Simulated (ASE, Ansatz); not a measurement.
## Forces and charges in generalised stacking fault on (111) (shuffle set) of a GaAs-GaSb solid solution (48 atoms)

What does DFT give for generalised stacking fault on (111) (shuffle set) of a GaAs-GaSb solid solution (48 atoms) as built?

Calculated with Ansatz 0.2.0; Kohn-Sham DFT, PBE, PAW (set soft_2), plane waves.

### 1. Set-up

The cell holds 48 atoms: 24 Ga, 10 Sb and 14 As. Its edges and angles: a = 8.267 Å, b = 7.159 Å, c = 20.275 Å, α = 90.0°, β = 87.1°, γ = 90.0°. It derives from GaAs and GaSb. Zinc-blende GaAs lattice (a = 5.8453 Å, the value set for the mixture), cell with z along [111], 2 x 1 x 2 periods; the third cell vector is tilted by 0.250 of 1/2[1-10] and lengthened by 0 Å, so the cell holds one fault (shuffle set); displaced by a Gaussian of 0.01 Å; 10 of 24 As sites given to Sb at random (lattice constant by Vegard's rule between GaAs and GaSb).

Limits known from the start: The host structure and its lattice constant were typed by rule, without a check against the phase diagram. No spin–orbit coupling is included, so levels derived from the heavy atoms are approximate.

### 2. Plane-wave single point

One self-consistent run at the given positions yields energy and forces.

Input file input.yaml:

```yaml
crystal:
  lattice:
    - [8.2665, 0.0, 0.0]
    - [0.0, 7.159, 0.0]
    - [1.03331, 0.0, 20.24871]
  atoms:
    - { symbol: Ga, position: [0.63452, 0.49949, 0.93768] }
    - { symbol: Sb, position: [0.74162, 0.4992, 0.06321] }
    - { symbol: Ga, position: [0.73693, 0.83, 0.10396] }
    - { symbol: As, position: [0.72005, 0.83388, 0.2295] }
    - { symbol: Ga, position: [0.13376, 0.49954, 0.93758] }
    - { symbol: As, position: [0.24301, 0.4992, 0.06177] }
    - { symbol: Ga, position: [0.23723, 0.82928, 0.10454] }
    - { symbol: As, position: [0.22137, 0.834, 0.22878] }
    - { symbol: Ga, position: [0.38259, 0.99956, 0.93837] }
    - { symbol: As, position: [0.4926, 0.99925, 0.06255] }
    - { symbol: Ga, position: [0.48814, 0.33332, 0.10376] }
    - { symbol: As, position: [0.47228, 0.3356, 0.22934] }
    - { symbol: Ga, position: [0.46497, 0.66593, 0.2709] }
    - { symbol: As, position: [0.44996, 0.66478, 0.39516] }
    - { symbol: Ga, position: [0.718, 0.16793, 0.27045] }
    - { symbol: Sb, position: [0.70167, 0.16633, 0.39564] }
    - { symbol: Ga, position: [0.69295, 0.49978, 0.43723] }
    - { symbol: Sb, position: [0.68106, 0.49925, 0.56253] }
    - { symbol: Ga, position: [0.67766, 0.83457, 0.6035] }
    - { symbol: Sb, position: [0.6582, 0.83417, 0.7283] }
    - { symbol: Ga, position: [0.88489, 0.99944, 0.93813] }
    - { symbol: Sb, position: [0.9921, 0.00078, 0.06254] }
    - { symbol: Ga, position: [0.98549, 0.33452, 0.10452] }
    - { symbol: As, position: [0.97139, 0.33382, 0.22945] }
    - { symbol: Ga, position: [0.96788, 0.6683, 0.26992] }
    - { symbol: Sb, position: [0.95044, 0.66748, 0.3962] }
    - { symbol: Ga, position: [0.21326, 0.16454, 0.27121] }
    - { symbol: As, position: [0.2025, 0.16734, 0.3957] }
    - { symbol: Ga, position: [0.19544, 0.5001, 0.43672] }
    - { symbol: As, position: [0.18035, 0.50078, 0.56304] }
    - { symbol: Ga, position: [0.17548, 0.8358, 0.60407] }
    - { symbol: As, position: [0.1592, 0.83168, 0.72965] }
    - { symbol: Ga, position: [0.4458, 0.99942, 0.43695] }
    - { symbol: As, position: [0.42907, 0.00019, 0.56227] }
    - { symbol: Ga, position: [0.42425, 0.33277, 0.604] }
    - { symbol: As, position: [0.40922, 0.33311, 0.72967] }
    - { symbol: Ga, position: [0.40197, 0.66692, 0.77153] }
    - { symbol: Sb, position: [0.38826, 0.66746, 0.89552] }
    - { symbol: Ga, position: [0.65451, 0.16802, 0.77052] }
    - { symbol: Sb, position: [0.63721, 0.16664, 0.89623] }
    - { symbol: Ga, position: [0.94443, 0.99782, 0.43705] }
    - { symbol: Sb, position: [0.92901, 0.0022, 0.56253] }
    - { symbol: Ga, position: [0.92652, 0.33333, 0.60397] }
    - { symbol: As, position: [0.90785, 0.33141, 0.72925] }
    - { symbol: Ga, position: [0.90584, 0.66722, 0.77169] }
    - { symbol: As, position: [0.88565, 0.66543, 0.89609] }
    - { symbol: Ga, position: [0.15331, 0.16662, 0.77061] }
    - { symbol: Sb, position: [0.13978, 0.16416, 0.8957] }
kpoints:
  mp_grid: { grid: [2, 2, 1] }
hamiltonian:
  xc: pbe
scf:
  occupations: { method: fermi_dirac, width: 0.05 }
output:
  forces: true
  stress: true
  populations: true
  dos:
    method: { smearing: { sigma: 0.1 } }
    de: 0.1
    projected: { site_lists: { As: [As], Ga: [Ga], Sb: [Sb] } }
  eigenvalues: true
  write_density: true
  write_potential: true
  volumetric_format: npy
```

The run is started by

```console
$ ansatz run input.yaml --threads 8 --pin off --max-ram 15872MiB --backend cpu --events-out ev --progress --plain --runs-dir out
```

Numbers of over 12 decimals in the logs are rounded to 6 here.

What it wrote:

```text
Engine: ansatz 0.2.0, aarch64-unknown-linux-gnu
Pseudopotentials: kind: paw
Pseudopotential: Ga, paw, valence charge 13, recommended cutoff 420 eV (normal), Ga.paw.azcp
Pseudopotential: Sb, paw, valence charge 15, recommended cutoff 420 eV (normal), Sb.paw.azcp
Pseudopotential: As, paw, valence charge 15, recommended cutoff 420 eV (normal), As.paw.azcp
[... 5 lines on functional and potentials left out ...]
Crystal: 48 atoms, lattice volume = 1198.316 Å³
Basis set: ecut = 420 eV, 23409 PW (Γ), exchange–correlation on 120×96×288 points (8 copies of the dense FFT grid, shifted against one another)
Bands: 404, of which v1, the nominal top of the filled ones, is band 336 counted from 1 (335 counted from 0)
Symmetry: 1 space group operations
Space group: P1 (ITA 1), of the structure as read, at distance tolerance 1.1e-4 Å
k-points: 4
[... 7 lines on functional and potentials left out ...]
Initial density: superposition of atomic densities (neutral atoms: chi_scale 0, normalization atom), corrected by the library's trained network
Initial wavefunctions: pseudopotential atomic-orbital guess
Functional: x = pbe(κ = 0.804, μ = 0.219515), c = pbe(β = 0.066725)
SCF iter   1: F=—  HF=-223630.387192 eV  |F-HF|=—  |Δ(HF+E_count)|=         —  Δρ=1.66e-3  dr2=5.80e-2  ethr=1.77e-3  ⟨swp⟩=6.0  Hψ=5867  notcnv=0  defer=26
preconditioner: auto → LDOS  [metal: Δε(μ)=0.088 eV  Ē_g=14.109 eV  σ=0.050 eV  W_gap=0.41  n_scr=306 (ndim 8)  ℏωp=22.3 eV  f_vac=0.083  D(μ)=4.83/eV (n_scr^D=10)  β→1.0]
SCF iter   2: F=—  HF=-223630.358801 eV  |F-HF|=—  |Δ(HF+E_count)|=   2.84e-2  Δρ=1.37e-3  dr2=4.11e-2  ethr=8.63e-6  ⟨swp⟩=2.0  Hψ=2981  notcnv=0  defer=215
SCF iter   3: F=—  HF=-223630.345255 eV  |F-HF|=—  |Δ(HF+E_count)|=   1.35e-2  Δρ=3.11e-4  dr2=2.74e-3  ethr=6.11e-6  ⟨swp⟩=2.0  Hψ=2461  notcnv=0  defer=215
SCF iter   4: F=—  HF=-223630.344328 eV  |F-HF|=—  |Δ(HF+E_count)|=   9.27e-4  Δρ=6.92e-5  dr2=7.64e-5  ethr=4.07e-7  ⟨swp⟩=2.0  Hψ=2408  notcnv=0  defer=215
SCF iter   5: F=—  HF=-223630.344409 eV  |F-HF|=—  |Δ(HF+E_count)|=   8.07e-5  Δρ=2.74e-5  dr2=1.72e-5  ethr=1.14e-8  ⟨swp⟩=2.0  Hψ=2469  notcnv=0  defer=215
SCF iter   6: F=—  HF=-223630.344411 eV  |F-HF|=—  |Δ(HF+E_count)|=   2.37e-6  Δρ=8.78e-6  dr2=2.11e-6  ethr=2.56e-9  ⟨swp⟩=2.0  Hψ=2409  notcnv=0  defer=215
SCF iter   7: F=—  HF=-223630.344411 eV  |F-HF|=—  |Δ(HF+E_count)|=   8.47e-8  Δρ=2.62e-6  dr2=1.09e-7  ethr=3.14e-10  ⟨swp⟩=2.0  Hψ=2513  notcnv=0  defer=212
SCF iter   8: F=-223630.344411 eV  HF=-223630.344411 eV  |F-HF|=1.03e-8  |Δ(HF+E_count)|=   9.44e-8  Δρ=8.39e-7  dr2=1.16e-8  ethr=1.49e-11  ⟨swp⟩=14.2  Hψ=12553  notcnv=0
SCF 1 converged in 8 iterations: F = -223630.344411 eV  dr2 = 1.16e-8
  greatest PAW one-centre occupation: 0.999 electrons in one spin orbital (limit 2), on the As atom at site 45 (counted from 0), in its partial waves of l = 2
SCF converged after 8 iterations
Free energy (F): -223630.344411 eV
Harris-Foulkes:  -223630.344411 eV  (|F-HF|=1.03e-8)
Internal energy: -223630.305717 eV  (E = F + TS)
E sigma→0 (E₀):  -223630.325064 eV
Entropy (-TS):   -0.038694 eV (-0.806 meV/atom)
Fermi energy:    8.197489 eV
--- Per-component energies (eV) ---
  E_band       = -6965.437763
  E_kinetic    = 6306.341577
  E_local      = -93910.948241  (includes V_loc(G=0)·N_el)
  E_nonlocal   = 4434.377138
  E_hartree    = 45627.930439
  E_xc         = -4152.342157
  E_vxc        = -3465.266932  (∫ρ·V_xc dr)
  E_paw        = -119189.377303  (= ΣΔE_a)
  E_vpaw       = -11585.797850  (= ΣTr[D̂ρ^β])
  E_aug_tail   = -0.002626  (compensation charges beyond the density's cutoff)
  E_ewald      = -62746.284543
  E_smearing   = -0.038694  (= −TS)
  E_closure    = -0.000000  (closes the sum)
  Σ components = -223630.344411   (vs F -223630.344411, Δ=0.00e0)
--- Forces (eV/Å), atoms counted from 1 ---
  atom   1  Ga     1.15445987     0.47810082     0.58184725
  atom   2  Sb    -0.57601007     0.13296252    -1.18765162
  atom   3  Ga    -0.77185883     0.68664374     1.02412632
  atom   4  As    -0.10687345     0.04497843    -0.08656550
  atom   5  Ga    -0.43906200     0.42110859     0.92380402
  atom   6  As    -0.85449614     0.02215236    -0.24599939
  atom   7  Ga     1.10146913    -0.51125929     0.33050692
  atom   8  As    -0.07110231    -0.03739351     0.04020301
  atom   9  Ga     0.73392207    -0.10576497     1.45591981
  atom  10  As    -0.92772131     0.04669021    -0.29464884
  atom  11  Ga    -1.02327551    -0.85994961     0.69483561
  atom  12  As    -0.30644945    -0.20322620    -0.03593440
  atom  13  Ga     0.09282124     0.03269841    -0.05669083
  atom  14  As    -0.08033179     0.14075262     0.13666274
[...]
atom  47  Ga     0.13346438    -0.02651055    -1.24748208
  atom  48  Sb    -0.10344231     0.28557421    -0.00013485
  max |Σ_I F_I| component: 2.38e-5 eV/Å
--- Stress (GPa, compression-positive) ---
        3.982538       0.151677      -1.392824
        0.151677       3.564907      -0.110394
       -1.392824      -0.110394       2.971885
  P = ⅓ Tr σ = 3.5064 GPa (35.064 kbar)
--- Band table (eV) ---
  k-point 0: bands = ["-27.3398", "-27.3381", "-27.3235", "-27.3164", [... 388 levels ...], "12.8798", "12.9698", "12.9892", "13.1095", "13.1202", "13.1654", "13.2096", "13.2428", "13.2746", "13.3604", "13.4163", "13.4661"]
[...]
--- Löwdin populations: 48 sites ---
  site symbol       q [e]
     0     Ga     13.1923
     1     Sb     14.6379
     2     Ga     13.1265
[...]
47     Sb     14.5979
  spilling = 0.001519 (of n_electrons = 672.000000)
```

Run time: 67 s. Hardware: 8 threads of Arm Neoverse V1, shared host; peak memory 8 GiB; 8.4 min of CPU time.

Reading the cycles: dr2 is the Hartree energy of the density residual (eV), the measure of convergence; HF is the Harris–Foulkes estimate of the energy, which meets the free energy F at convergence.

Read from the output:

```yaml
free_energy: -223630.3444 eV
free_energy_per_atom: -4658.9655 eV/atom
scf_cycles: 8
pressure: 3.506 GPa
r_m_s_force_component: 0.5485 eV/Å
longest_force: 1.664 eV/Å
fermi_energy: 8.197 eV
levels_partly_filled_by_over_2_per_cent: 3
spilling_of_the_projection: 0.001519
```

Length of the force by element:

```
element  coordination  atoms  mean length of the force (eV/Å)  spread   least   most
     As           all     14                            0.306   0.273  0.0592  0.975
     Ga           all     24                             1.20   0.347   0.114   1.66
     Sb           all     10                            0.452   0.354   0.166   1.33
```

Löwdin charges by element (they lack the spilled electrons, 0.021 e an atom on average):

```
element  coordination  atoms  mean charge (e)  spread    least     most
     As           all     14          -0.0293  0.0129  -0.0611  -0.0104
     Ga           all     24           -0.102  0.0878   -0.239   0.0548
     Sb           all     10            0.387  0.0207    0.342    0.415
```

Charge against the make-up of the first shell:

| Sb neighbours of Ga | atoms | mean charge (e) |
| --- | --- | --- |
| 0 | 2 | 0.054 |
| 1 | 10 | -0.039 |
| 2 | 6 | -0.138 |
| 3 | 6 | -0.222 |

States in the cell by windows of 1 eV, zero at the Fermi level; the larger projections on atomic orbitals stand beside the total:

| from (eV) | to (eV) | total | Ga p | As p | Sb p | Ga s | Sb s |
| --- | --- | --- | --- | --- | --- | --- | --- |
| -10 | -9 | 8.6 | 2.2 | 0.1 | 0.1 | 0.7 | 4.3 |
| -9 | -8 | 0.0 | 0.0 | 0.0 | 0.0 | 0.0 | 0.0 |
| -8 | -7 | 2.2 | 0.1 | 0.3 | 0.6 | 1.1 | 0.0 |
| -7 | -6 | 25.4 | 2.0 | 5.4 | 4.8 | 11.6 | 0.6 |
| -6 | -5 | 10.9 | 1.2 | 2.6 | 1.8 | 3.9 | 0.7 |
| -5 | -4 | 6.6 | 1.1 | 1.5 | 1.4 | 1.7 | 0.5 |
| -4 | -3 | 27.5 | 9.7 | 9.0 | 6.2 | 1.5 | 0.4 |
| -3 | -2 | 33.5 | 11.5 | 13.2 | 7.3 | 0.9 | 0.2 |
| -2 | -1 | 29.6 | 8.9 | 12.5 | 7.3 | 0.4 | 0.1 |
| -1 | 0 | 8.3 | 1.8 | 3.7 | 2.3 | 0.2 | 0.1 |
| 0 | 1 | 4.7 | 1.2 | 0.5 | 0.5 | 1.4 | 0.3 |
| 1 | 2 | 23.1 | 7.3 | 3.8 | 2.8 | 5.0 | 0.9 |
| 2 | 3 | 27.4 | 8.4 | 5.2 | 3.3 | 5.2 | 1.2 |
| 3 | 4 | 28.8 | 15.3 | 4.1 | 2.5 | 1.7 | 0.9 |
| 4 | 5 | 34.2 | 15.7 | 5.4 | 3.7 | 1.9 | 0.7 |

Between -26 and -10 eV lie 279 more states.

The stored curve holds about 432 of the 672 electrons; the rest, give or take the few that broadening carries across the Fermi level, lie in deeper levels below its range.

The levels nearest the highest filled one (over half full), pooled over k-points and spins:

```csv
level less the highest filled one (eV),occupation
-0.446,2
-0.413,2
-0.251,1.99
-0.243,1.99
-0.16,1.96
0,1.38
0.0859,0.574
0.196,0.086
0.348,0.004
0.438,0.001
0.596,0
0.731,0
```

Valence density in the ca plane at fractional y = 0.000, with atoms of Ga and As and Sb within 0.2 Å of it. It is the smooth field of the valence electrons, not physical close to the nuclei.

Values in e/Å³, 12 rows by 16 columns, each cell a mean:
```
 0  0  0  0  0 19  1  4  9  0  0  0  0  0  0  5
 0  0  0  0  0  2  0  2  4  0  0  0  0  0  0 13
 0  0  0  0  0  0  0  0  0  0  0  0  0  0  0  1
 0  0  0  0  0  0  0  0  0  0  0  0  0  0  0  0
 0  0  0  0  0  0  0  0  0  0  0  0  0  0  0  0
 0  0  0  0  0  2  0  1  1  0  0  0  0  0  0  0
 0  0  0  0  0 19  1  5 12  0  0  0  0  0  0  4
 0  0  0  0  0  2  0  2  4  0  0  0  0  0  0 14
 0  0  0  0  0  0  0  0  0  0  0  0  0  0  0  1
 0  0  0  0  0  0  0  0  0  0  0  0  0  0  0  0
 0  0  0  0  0  0  0  0  0  0  0  0  0  0  0  0
 0  0  0  0  0  2  0  1  1  0  0  0  0  0  0  0
```
Columns run along c (16.0 Å, from fractional 0.17 to 0.96 of the cell), rows up along a (8.3 Å). Atoms in or near the plane, at fractional coordinates: Ga at (0.94, 0.38), Ga at (0.94, 0.88), Ga at (0.44, 0.45), As at (0.56, 0.43), Ga at (0.44, 0.94), Sb at (0.56, 0.93).

Electrostatic potential energy in the ca plane at fractional y = 0.000, with atoms of Ga and As and Sb within 0.2 Å of it. With pseudopotentials it is smooth inside the atoms' cores, unlike the true potential.

Ten even steps from '0' (-15 eV) to '9' (12 eV), each cell a mean:
```
99999999984000036200002799999999999998620147
99999999985000036200001699999999999998300005
99999999987200157400002799999999999998300004
99999999988654688731126899999999999998510016
88888999988778899876678899999899999998753358
87778899877788999998888899988788899998877789
88778899876688999999887899887677889987778899
98888999887788999999888899886667889987678999
99999999988778899998888899987777889987778999
99999999998644689876678999998888999998778899
99999999986100168623237999999999999998876688
99999999984000047449944899999999999998620147
99999999985000037459953899999999999998300005
99999999997300168527734899999999999997300004
99999999998755689853347999999999999998500016
88888999998888899987788999999999999998742257
87778899988889999999888899998888999988777789
87778899988889999999887899998878899987778899
98888999998889999999887899998777889987678999
99999999998888999988888899998888899987678999
99999999998644688864468899999988999998778899
99999999986200267510015899999999999998866678
```
Columns run along c (16.0 Å, from fractional 0.21 to 1.00 of the cell; values clipped at the 3rd and 97th percentile), rows up along a (8.3 Å). Atoms in or near the plane, at fractional coordinates: Ga at (0.94, 0.38), Ga at (0.94, 0.88), Ga at (0.44, 0.45), As at (0.56, 0.43), Ga at (0.44, 0.94), Sb at (0.56, 0.93).

Mean Löwdin charges: As -0.03, Ga -0.10, Sb +0.39 e. Charges this small depend on the projection, at times even in sign. The charge on Ga changes by -0.092 e for each Sb neighbour that takes the place of another kind, on average. Just under the Fermi level the largest share is As p (42 % of the projected weight), just over it Ga s (31 % of the projected weight).

### 3. Distances and neighbours

These statistics describe the geometry on which the runs were made.

Density 5.46 g/cm³, 24.96 Å³ an atom.

Pair distribution functions g(r), in bins of 0.2 Å:

| r (Å) | total | Ga-Ga | Ga-As | Ga-Sb | As-As | As-Sb | Sb-Sb |
| --- | --- | --- | --- | --- | --- | --- | --- |
| 2.50 | 5.95 | 0.00 | 12.00 | 11.80 | 0.00 | 0.00 | 0.00 |
| 2.70 | 0.22 | 0.00 | 0.38 | 0.54 | 0.00 | 0.00 | 0.00 |
| 2.90 | 0.00 | 0.00 | 0.00 | 0.00 | 0.00 | 0.00 | 0.00 |
| 3.10 | 0.00 | 0.00 | 0.00 | 0.00 | 0.00 | 0.00 | 0.00 |
| 3.30 | 0.00 | 0.00 | 0.00 | 0.00 | 0.00 | 0.00 | 0.00 |
| 3.50 | 0.00 | 0.00 | 0.00 | 0.00 | 0.00 | 0.00 | 0.00 |
| 3.70 | 0.24 | 0.48 | 0.00 | 0.00 | 0.00 | 0.73 | 0.69 |
| 3.90 | 0.05 | 0.00 | 0.09 | 0.13 | 0.00 | 0.00 | 0.00 |
| 4.10 | 6.45 | 12.80 | 0.09 | 0.12 | 13.45 | 13.00 | 11.20 |
| 4.30 | 0.18 | 0.37 | 0.00 | 0.00 | 0.00 | 0.56 | 0.52 |
| 4.50 | 0.24 | 0.00 | 0.35 | 0.68 | 0.00 | 0.00 | 0.00 |
| 4.70 | 0.15 | 0.30 | 0.00 | 0.00 | 0.22 | 0.15 | 0.85 |
| 4.90 | 4.51 | 0.00 | 9.31 | 8.59 | 0.00 | 0.00 | 0.00 |
| 5.10 | 0.12 | 0.25 | 0.00 | 0.00 | 0.18 | 0.13 | 0.71 |
| 5.30 | 0.17 | 0.00 | 0.25 | 0.48 | 0.00 | 0.00 | 0.00 |
| 5.50 | 0.00 | 0.00 | 0.00 | 0.00 | 0.00 | 0.00 | 0.00 |
| 5.70 | 0.10 | 0.00 | 0.13 | 0.30 | 0.00 | 0.00 | 0.00 |
| 5.90 | 1.55 | 3.10 | 0.00 | 0.00 | 2.99 | 3.59 | 1.94 |
| 6.10 | 0.09 | 0.00 | 0.23 | 0.11 | 0.00 | 0.00 | 0.00 |
| 6.30 | 2.64 | 0.17 | 5.10 | 5.15 | 0.12 | 0.09 | 0.48 |
| 6.50 | 0.14 | 0.04 | 0.27 | 0.24 | 0.00 | 0.00 | 0.00 |
| 6.70 | 0.32 | 0.26 | 0.34 | 0.39 | 0.22 | 0.15 | 0.87 |
| 6.90 | 0.21 | 0.41 | 0.00 | 0.00 | 0.20 | 0.64 | 0.20 |
| 7.10 | 4.00 | 7.75 | 0.23 | 0.32 | 8.35 | 7.45 | 7.40 |
| 7.30 | 0.15 | 0.25 | 0.03 | 0.07 | 0.28 | 0.26 | 0.18 |
| 7.50 | 1.59 | 0.35 | 2.90 | 2.77 | 0.34 | 0.30 | 0.51 |
| 7.70 | 1.04 | 0.16 | 2.02 | 1.80 | 0.16 | 0.11 | 0.16 |
| 7.90 | 0.17 | 0.16 | 0.16 | 0.16 | 0.08 | 0.28 | 0.16 |

Bonds by pair of elements; cutoffs follow the first minimum of g(r), held within bounds set by covalent radii, and pairs that aren't listed don't count as bonded (cutoffs were set anew for this text, so counts can differ from the run's own analysis):

```csv
pair A-B,cutoff (Å),bonds,mean length (Å),spread (Å),shortest (Å),B about A,A about B
Ga-As,3.08,56,2.54,0.038,2.50,2.33,4
Ga-Sb,3.08,40,2.54,0.045,2.50,1.67,4
```

How many atoms have how many bonded neighbours:

| element | mean | 4 |
| --- | --- | --- |
| As | 4 | 14 |
| Ga | 4 | 24 |
| Sb | 4 | 10 |

Bond angles (no mean is given where the spread exceeds 20°):

```csv
angle,count,mean (°),spread (°)
Ga-As-Ga,84,109,4.2
As-Ga-Sb,72,109,4.5
Ga-Sb-Ga,60,109,4.9
As-Ga-As,48,110,2.7
Sb-Ga-Sb,24,110,6.6
```

Rings of the network by King's shortest-path rule, up to 12 atoms, one path for each pair of neighbours; H, halogens, alkali and alkaline-earth atoms are left out, and the last column divides by all other atoms, bonded or not:

```
ring size (atoms)  rings  per network atom
                6     93              1.94
```

With the cutoffs above, all As atoms have 4, all Ga atoms have 4 and all Sb atoms have 4 bonded neighbours. The Ga-As-Ga angle averages 109° with a spread of 4°. All rings counted have 6 atoms.

The surroundings of Ga23, which bears the longest force, nearest first, numbered as they follow in the input and with coordinates relative to it.

```
atom      x      y      z  distance (Å)  bonds  Löwdin charge (e)     Fx     Fy  Fz (eV/Å)
Ga23   0.00   0.00   0.00          0.00      4              -0.13   1.37   0.36       0.88
 Sb2  -2.06   1.18  -0.84          2.52      4               0.36  -0.58   0.13      -1.19
As24   0.01  -0.01   2.53          2.53      4              -0.02  -0.07   0.11      -0.08
Sb22   0.01  -2.39  -0.85          2.54      4               0.34  -0.50  -0.05      -0.76
 As6   2.08   1.18  -0.87          2.55      4              -0.06  -0.85   0.02      -0.25
 Ga5   1.05   1.18  -3.38          3.73      4              -0.13  -0.44   0.42       0.92
 Ga3  -2.06   3.55  -0.01          4.10      4              -0.13  -0.77   0.69       1.02
Ga15  -2.04  -1.19   3.36          4.11      4              -0.04  -0.09  -0.07      -1.16
```

The column of bonds counts only the pairs Ga-As within 3.08 Å, Ga-Sb within 3.08 Å; other neighbours, such as metal atoms beside each other in a compound, aren't counted, and periodic images can show an atom twice.

### 4. Summary of results

| Quantity | Value |
| --- | --- |
| free energy per atom | -4658.9655 eV/atom |
| density | 5.46 g/cm³ |
| pressure | 3.506 GPa |
| r.m.s. force component | 0.5485 eV/Å |
| wall time of the 1 DFT run | 67 s |

**Reading.** Counting bands leaves a spacing of only 0.086 eV (on the run's k-points), which the smearing bridges: 3 levels are partly filled by over 2 %, so a gap, if any, is small at this level. With the cutoffs above, all As atoms have 4, all Ga atoms have 4 and all Sb atoms have 4 bonded neighbours.

What to keep in mind: The geometry was built by rule, was displaced at random and isn't relaxed at this level: its force components are 0.55 eV/Å r.m.s. The pressure of 3.5 GPa belongs to a cell and atoms that aren't relaxed at this level.

[Logs are printed without paths, hosts, clocks, repeated set-up lines and the standing remarks that a program may print on its own settings, such as how far it seeks lower states.]

[Hosts, paths, dates, database ids (printed as entryN), source tags and the programs' standing remarks are cut or masked in the printed files.]
